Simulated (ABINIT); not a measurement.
# BiOCl (P4/nmm): making up for missing bands

Aim: few bands, with and without a completion of the sum over empty states, for BiOCl (P4/nmm).

Method: PBEsol and many-body steps on it, plane waves, in ABINIT 10.8.3.

The raw output is cut from this account; settings, times and results stay.

## (1) Set-up

The structure is tetragonal, space group P4/nmm (No. 129). The conventional cell has a = 3.886 Å, b = 3.886 Å, c = 7.349 Å, α = 90.00°, β = 90.00°, γ = 90.00°. Bi has 4 O at 2.31 Å and 4 Cl at 3.06 Å nearest. Nearest to Cl lie 4 Bi at 3.06 Å. O has 4 Bi at 2.31 Å nearest. Farther neighbours, and contacts between anions beyond the nearest, are not listed.

The cell and positions come from the Crystallography Open Database and are kept as given unless a step says otherwise.

## (2) Empty states on the mesh, 4×4×2 mesh, 121 bands

This step: ABINIT 10.8.3; DFT, PBEsol, plane waves, norm-conserving pseudopotentials.

The sums over transitions need many empty states on a uniform mesh; this step solves for them.

run.abi reads:

```
acell 3*1.0 Angstrom
rprim 
  3.885510000000 0.000000000000 0.000000000000
  0.000000000000 3.885510000000 0.000000000000
  0.000000000000 0.000000000000 7.348900000000
ntypat 3
znucl 83 17 8
natom 6
typat 1 1 2 2 3 3
xred 
  0.500000000000 0.000000000000 0.329040000000
  0.000000000000 0.500000000000 0.670960000000
  0.000000000000 0.500000000000 0.147200000000
  0.500000000000 0.000000000000 0.852800000000
  0.000000000000 0.000000000000 0.500000000000
  0.500000000000 0.500000000000 0.500000000000
pp_dirpath "pseudos"
pseudos "Bi.upf, Cl.upf, O.upf"
ecut 36
ngkpt 4 4 2
nshiftk 1
shiftk 0 0 0
kptopt 1
chksymbreak 0
iscf -2
irdden 1
istwfk *1
nband 121
nbdbuf 10
tolwfr 1e-09
nstep 60
prtvol 0
indata_prefix "in"
outdata_prefix "out"
tmpdata_prefix "tmp"
```

Started as:

```sh
$ OMP_NUM_THREADS=1 mpirun -n 8 abinit run.abi > log
```

The job ended after 2.8 min (8 MPI ranks of Arm Neoverse N1, shared host; peak memory 0.78 GiB; 23 min of CPU time).

Read from the output:

| Property | Result |
| --- | --- |
| gap | 2.599 eV |
| k of the valence top | 0.5, 0, 0.5 |
| k of the conduction bottom | 0, 0, 0.5 |
| least direct gap | 2.900 eV |
| k points computed | 12 |
| lowest point of the top converged band, above the valence top | 41.55 eV |

On this mesh the gap is 2.599 eV.

The density comes from a self-consistent run that is not shown.

## (3) Screening, 4×4×2 mesh, 111 bands, screening to 122.5 eV

The RPA dielectric matrix is built and inverted for each q.

This step: RPA screening on PBEsol, plane waves, norm-conserving pseudopotentials.

run.abi, as its differences from that of step 2:

```diff
@@ -24,10 +24,11 @@
 chksymbreak 0
-iscf -2
-irdden 1
 istwfk *1
-nband 121
-nbdbuf 10
-tolwfr 1e-09
-nstep 60
-prtvol 0
+occopt 1
+irdwfk 1
+optdriver 3
+nband 111
+ecuteps 4.5
+inclvkb 2
+awtr 1
+symchi 1
 indata_prefix "in"
```

Wall time 4.5 min (8 MPI ranks); peak memory 4.1 GiB.

This step gave:

```yaml
eps_infinity_with_local_fields_on_this_mesh: 6.062
eps_infinity_without_local_fields_on_this_mesh: 6.969
plasma_frequency: 26.38 eV
plane_waves_in_the_screening_matrix: 345
```

Local fields lower ε∞ by 13 %. On a Γ-centred mesh this coarse the value itself is usually too large, while a short band sum pulls it down.

## (4) 111 bands

The self-energy is evaluated for the states that the input lists, and the quasiparticle equation is solved.

This step: G0W0 on PBEsol, plane waves, norm-conserving pseudopotentials.

run.abi, as its differences from that of step 3:

```diff
@@ -27,8 +27,19 @@
 irdwfk 1
-optdriver 3
+optdriver 4
 nband 111
+gwcalctyp 0
+ecutsigx 36
+symsigma 1
+nkptgw 3
+kptgw 
+  0.5000000000 0.0000000000 0.5000000000
+  0.0000000000 0.0000000000 0.5000000000
+  0.0000000000 0.0000000000 0.0000000000
+bdgw 
+  27 30
+  27 30
+  27 30
 ecuteps 4.5
-inclvkb 2
-awtr 1
-symchi 1
+irdscr 1
+ppmodel 1
 indata_prefix "in"
```

Elapsed: 38 s, on 8 MPI ranks; peak memory 2.6 GiB.

Numbers from this step:

```
G0W0 gap on the mesh                         : 3.413 eV
starting gap on the mesh                     : 2.599 eV
k of the valence top                         : 0.5, 0, 0.5
k of the conduction bottom                   : 0, 0, 0.5
Z at the valence top                         : 0.789
Z at the conduction bottom                   : 0.831
least direct G0W0 gap on the computed points : 3.426 eV
```

The gap on the mesh goes from 2.60 eV to 3.41 eV, a correction of +0.81 eV.

## (5) Screening, 4×4×2 mesh, 36 bands, screening to 122.5 eV

This step: RPA screening on PBEsol, plane waves, norm-conserving pseudopotentials.

run.abi, as its differences from that of step 4:

```diff
@@ -27,19 +27,8 @@
 irdwfk 1
-optdriver 4
-nband 111
-gwcalctyp 0
-ecutsigx 36
-symsigma 1
-nkptgw 3
-kptgw 
-  0.5000000000 0.0000000000 0.5000000000
-  0.0000000000 0.0000000000 0.5000000000
-  0.0000000000 0.0000000000 0.0000000000
-bdgw 
-  27 30
-  27 30
-  27 30
+optdriver 3
+nband 36
 ecuteps 4.5
-irdscr 1
-ppmodel 1
+inclvkb 2
+awtr 1
+symchi 1
 indata_prefix "in"
```

It took 25 s on 8 MPI ranks; peak memory 3.1 GiB; 3.3 min of CPU time.

This step gave:

| Item | Value |
| --- | --- |
| ε∞ with local fields, on this mesh | 5.543 |
| ε∞ without local fields, on this mesh | 6.183 |
| plasma frequency | 26.38 eV |
| plane waves in the screening matrix | 345 |

## (6) 36 bands

This step: G0W0 on PBEsol, plane waves, norm-conserving pseudopotentials.

run.abi, as its differences from that of step 5:

```diff
@@ -27,8 +27,19 @@
 irdwfk 1
-optdriver 3
+optdriver 4
 nband 36
+gwcalctyp 0
+ecutsigx 36
+symsigma 1
+nkptgw 3
+kptgw 
+  0.5000000000 0.0000000000 0.5000000000
+  0.0000000000 0.0000000000 0.5000000000
+  0.0000000000 0.0000000000 0.0000000000
+bdgw 
+  27 30
+  27 30
+  27 30
 ecuteps 4.5
-inclvkb 2
-awtr 1
-symchi 1
+irdscr 1
+ppmodel 1
 indata_prefix "in"
```

Wall time 17 s (8 MPI ranks); peak memory 2.2 GiB; 2.3 min of CPU time.

Read from the output:

- G0W0 gap on the mesh: 3.838 eV
- starting gap on the mesh: 2.599 eV
- k of the valence top: 0.5, 0, 0.5
- k of the conduction bottom: 0, 0, 0.5
- Z at the valence top: 0.774
- Z at the conduction bottom: 0.836
- least direct G0W0 gap on the computed points: 4.042 eV

Against G0W0 in ABINIT (4×4×2 mesh, 111 bands, screening to 122.5 eV, Godby-Needs plasmon pole), the gap moves by +0.425 eV.

## (7) Screening, 4×4×2 mesh, 36 bands, screening to 122.5 eV

This step: RPA screening on PBEsol, plane waves, norm-conserving pseudopotentials.

run.abi, as its differences from that of step 6:

```diff
@@ -27,19 +27,10 @@
 irdwfk 1
-optdriver 4
+optdriver 3
 nband 36
-gwcalctyp 0
-ecutsigx 36
-symsigma 1
-nkptgw 3
-kptgw 
-  0.5000000000 0.0000000000 0.5000000000
-  0.0000000000 0.0000000000 0.5000000000
-  0.0000000000 0.0000000000 0.0000000000
-bdgw 
-  27 30
-  27 30
-  27 30
 ecuteps 4.5
-irdscr 1
-ppmodel 1
+inclvkb 2
+awtr 1
+symchi 1
+gwcomp 1
+gwencomp 1.5
 indata_prefix "in"
```

It took 1.8 min on 8 MPI ranks; peak memory 3.2 GiB; 14 min of CPU time.

Numbers from this step:

| Item | Value |
| --- | --- |
| ε∞ with local fields, on this mesh | 5.675 |
| ε∞ without local fields, on this mesh | 6.183 |
| plasma frequency | 26.38 eV |
| plane waves in the screening matrix | 345 |

## (8) 36 bands, completed

This step: G0W0 on PBEsol, plane waves, norm-conserving pseudopotentials.

run.abi, as its differences from that of step 7:

```diff
@@ -27,8 +27,19 @@
 irdwfk 1
-optdriver 3
+optdriver 4
 nband 36
+gwcalctyp 0
+ecutsigx 36
+symsigma 1
+nkptgw 3
+kptgw 
+  0.5000000000 0.0000000000 0.5000000000
+  0.0000000000 0.0000000000 0.5000000000
+  0.0000000000 0.0000000000 0.0000000000
+bdgw 
+  27 30
+  27 30
+  27 30
 ecuteps 4.5
-inclvkb 2
-awtr 1
-symchi 1
+irdscr 1
+ppmodel 1
 gwcomp 1
```

Wall time 19 s (8 MPI ranks); peak memory 2.1 GiB; 2.6 min of CPU time.

Numbers from this step:

| Quantity | Value |
| --- | --- |
| G0W0 gap on the mesh | 3.841 eV |
| starting gap on the mesh | 2.599 eV |
| k of the valence top | 0.5, 0, 0.5 |
| k of the conduction bottom | 0, 0, 0.5 |
| least direct G0W0 gap on the computed points | 3.977 eV |

Against G0W0 in ABINIT (4×4×2 mesh, 111 bands, screening to 122.5 eV, Godby-Needs plasmon pole), the gap moves by +0.428 eV.

## (9) Screening, 4×4×2 mesh, 57 bands, screening to 122.5 eV

This step: RPA screening on PBEsol, plane waves, norm-conserving pseudopotentials.

run.abi, as its differences from that of step 8:

```diff
@@ -27,21 +27,8 @@
 irdwfk 1
-optdriver 4
-nband 36
-gwcalctyp 0
-ecutsigx 36
-symsigma 1
-nkptgw 3
-kptgw 
-  0.5000000000 0.0000000000 0.5000000000
-  0.0000000000 0.0000000000 0.5000000000
-  0.0000000000 0.0000000000 0.0000000000
-bdgw 
-  27 30
-  27 30
-  27 30
+optdriver 3
+nband 57
 ecuteps 4.5
-irdscr 1
-ppmodel 1
-gwcomp 1
-gwencomp 1.5
+inclvkb 2
+awtr 1
+symchi 1
 indata_prefix "in"
```

Elapsed: 91 s, on 8 MPI ranks; peak memory 3.4 GiB; 12 min of CPU time.

Read from the output:

```
ε∞ with local fields, on this mesh    : 6.007
ε∞ without local fields, on this mesh : 6.854
plasma frequency                      : 26.38 eV
plane waves in the screening matrix   : 345
```

## (10) 57 bands

This step: G0W0 on PBEsol, plane waves, norm-conserving pseudopotentials.

run.abi, as its differences from that of step 9:

```diff
@@ -27,8 +27,19 @@
 irdwfk 1
-optdriver 3
+optdriver 4
 nband 57
+gwcalctyp 0
+ecutsigx 36
+symsigma 1
+nkptgw 3
+kptgw 
+  0.5000000000 0.0000000000 0.5000000000
+  0.0000000000 0.0000000000 0.5000000000
+  0.0000000000 0.0000000000 0.0000000000
+bdgw 
+  27 30
+  27 30
+  27 30
 ecuteps 4.5
-inclvkb 2
-awtr 1
-symchi 1
+irdscr 1
+ppmodel 1
 indata_prefix "in"
```

Run time: 22 s. Hardware: 8 MPI ranks; peak memory 2.2 GiB; 2.9 min of CPU time.

This step gave:

```
G0W0 gap on the mesh                         : 3.458 eV
starting gap on the mesh                     : 2.599 eV
k of the valence top                         : 0.5, 0, 0.5
k of the conduction bottom                   : 0, 0, 0.5
least direct G0W0 gap on the computed points : 3.570 eV
```

Against G0W0 in ABINIT (4×4×2 mesh, 111 bands, screening to 122.5 eV, Godby-Needs plasmon pole), the gap moves by +0.045 eV.

## (11) Screening, 4×4×2 mesh, 57 bands, screening to 122.5 eV

This step: RPA screening on PBEsol, plane waves, norm-conserving pseudopotentials.

run.abi, as its differences from that of step 10:

```diff
@@ -27,19 +27,10 @@
 irdwfk 1
-optdriver 4
+optdriver 3
 nband 57
-gwcalctyp 0
-ecutsigx 36
-symsigma 1
-nkptgw 3
-kptgw 
-  0.5000000000 0.0000000000 0.5000000000
-  0.0000000000 0.0000000000 0.5000000000
-  0.0000000000 0.0000000000 0.0000000000
-bdgw 
-  27 30
-  27 30
-  27 30
 ecuteps 4.5
-irdscr 1
-ppmodel 1
+inclvkb 2
+awtr 1
+symchi 1
+gwcomp 1
+gwencomp 3
 indata_prefix "in"
```

The job ended after 2.8 min (8 MPI ranks; peak memory 3.5 GiB; 23 min of CPU time).

Numbers from this step:

- ε∞ with local fields, on this mesh: 6.086
- ε∞ without local fields, on this mesh: 6.854
- plasma frequency: 26.38 eV
- plane waves in the screening matrix: 345

## (12) 57 bands, completed

This step: G0W0 on PBEsol, plane waves, norm-conserving pseudopotentials.

run.abi, as its differences from that of step 11:

```diff
@@ -27,8 +27,19 @@
 irdwfk 1
-optdriver 3
+optdriver 4
 nband 57
+gwcalctyp 0
+ecutsigx 36
+symsigma 1
+nkptgw 3
+kptgw 
+  0.5000000000 0.0000000000 0.5000000000
+  0.0000000000 0.0000000000 0.5000000000
+  0.0000000000 0.0000000000 0.0000000000
+bdgw 
+  27 30
+  27 30
+  27 30
 ecuteps 4.5
-inclvkb 2
-awtr 1
-symchi 1
+irdscr 1
+ppmodel 1
 gwcomp 1
```

The job ended after 23 s (8 MPI ranks; peak memory 2.2 GiB).

This step gave:

```
G0W0 gap on the mesh                         : 3.556 eV
starting gap on the mesh                     : 2.599 eV
k of the valence top                         : 0.5, 0, 0.5
k of the conduction bottom                   : 0, 0, 0.5
least direct G0W0 gap on the computed points : 3.618 eV
```

Against G0W0 in ABINIT (4×4×2 mesh, 111 bands, screening to 122.5 eV, Godby-Needs plasmon pole), the gap moves by +0.143 eV.

## (13) The runs together

Times are wall times on 8 MPI ranks of Arm Neoverse N1, shared host, good to a factor of about two. A run's time includes the screening step that it read.

```tsv
run	mesh	bands	screening cutoff (eV)	DFT gap (eV)	gap on the mesh (eV)	direct (eV)	ε∞ used	time
111 bands	4×4×2	111	122.5	2.599	3.413	3.426	6.06	5.1 min
36 bands	4×4×2	36	122.5	2.599	3.838	4.042	5.54	42 s
36 bands, completed	4×4×2	36	122.5	2.599	3.841	3.977	5.67	2.1 min
57 bands	4×4×2	57	122.5	2.599	3.458	3.570	6.01	1.9 min
57 bands, completed	4×4×2	57	122.5	2.599	3.556	3.618	6.09	3.2 min
```

## (14) Summary of results

```
111 bands           : 3.413 eV
36 bands            : 3.838 eV
36 bands, completed : 3.841 eV
57 bands            : 3.458 eV
57 bands, completed : 3.556 eV
```

**Reading.** 36 bands: +0.425 eV against 111 bands. 36 bands, completed: +0.428 eV against 111 bands. 57 bands: +0.045 eV against 111 bands. 57 bands, completed: +0.143 eV against 111 bands. The row with most bands is itself short of the limit, so it is no exact reference, and agreement of a truncated run with it can be a cancellation between the edges. The 4×4×2 mesh is coarse for this cell, which bears on the long-range parts of exchange and screening. Where an edge is built on 6p states of lead, bismuth or thallium, scalar-relativistic gaps usually stand too wide, by a few tenths to over one eV. The norm-conserving file of at least one element keeps a d shell over frozen s and p shells of the same row. Exchange with those shells is missing from the self-energy, an error of 0.3 to 0.9 eV in cases checked, whose sign depends on which edge lies on those atoms. The many-body steps are scalar-relativistic: spin-orbit coupling is not in them.

[Long decimals in the printed logs are rounded to 6 places.]

[Logs are printed without paths, hosts, clocks, repeated set-up lines and the standing remarks that a program may print on its own settings, such as how far it seeks lower states.]

[Paths, hosts, dates, memory and timing lines, banners, echoed tables and standing remarks are left out of the program output; an Ansatz launch command may be rebuilt from the run's recorded settings. Measured values are a selection of at most five: reports struck by readers or far from the other reports are left out. None is set beside runs whose start may be inverted or whose files or cutoffs have a known fault.]

[Runs of the session that timed out or met a known fault of the program may be left out.]

[Hosts, paths, dates, database ids (printed as entryN), source tags and the programs' standing remarks are cut or masked in the printed files.]

[G0W0 gaps are taken among the corrected bands and points alone; a level outside them can change the order at an edge.]

[Where Ansatz stands beside ABINIT at settings called matched, ABINIT's density can come from a denser mesh and the files from another edition; pairs whose starting gaps differed by over 0.03 eV were left out, so agreement reads better than it is.]
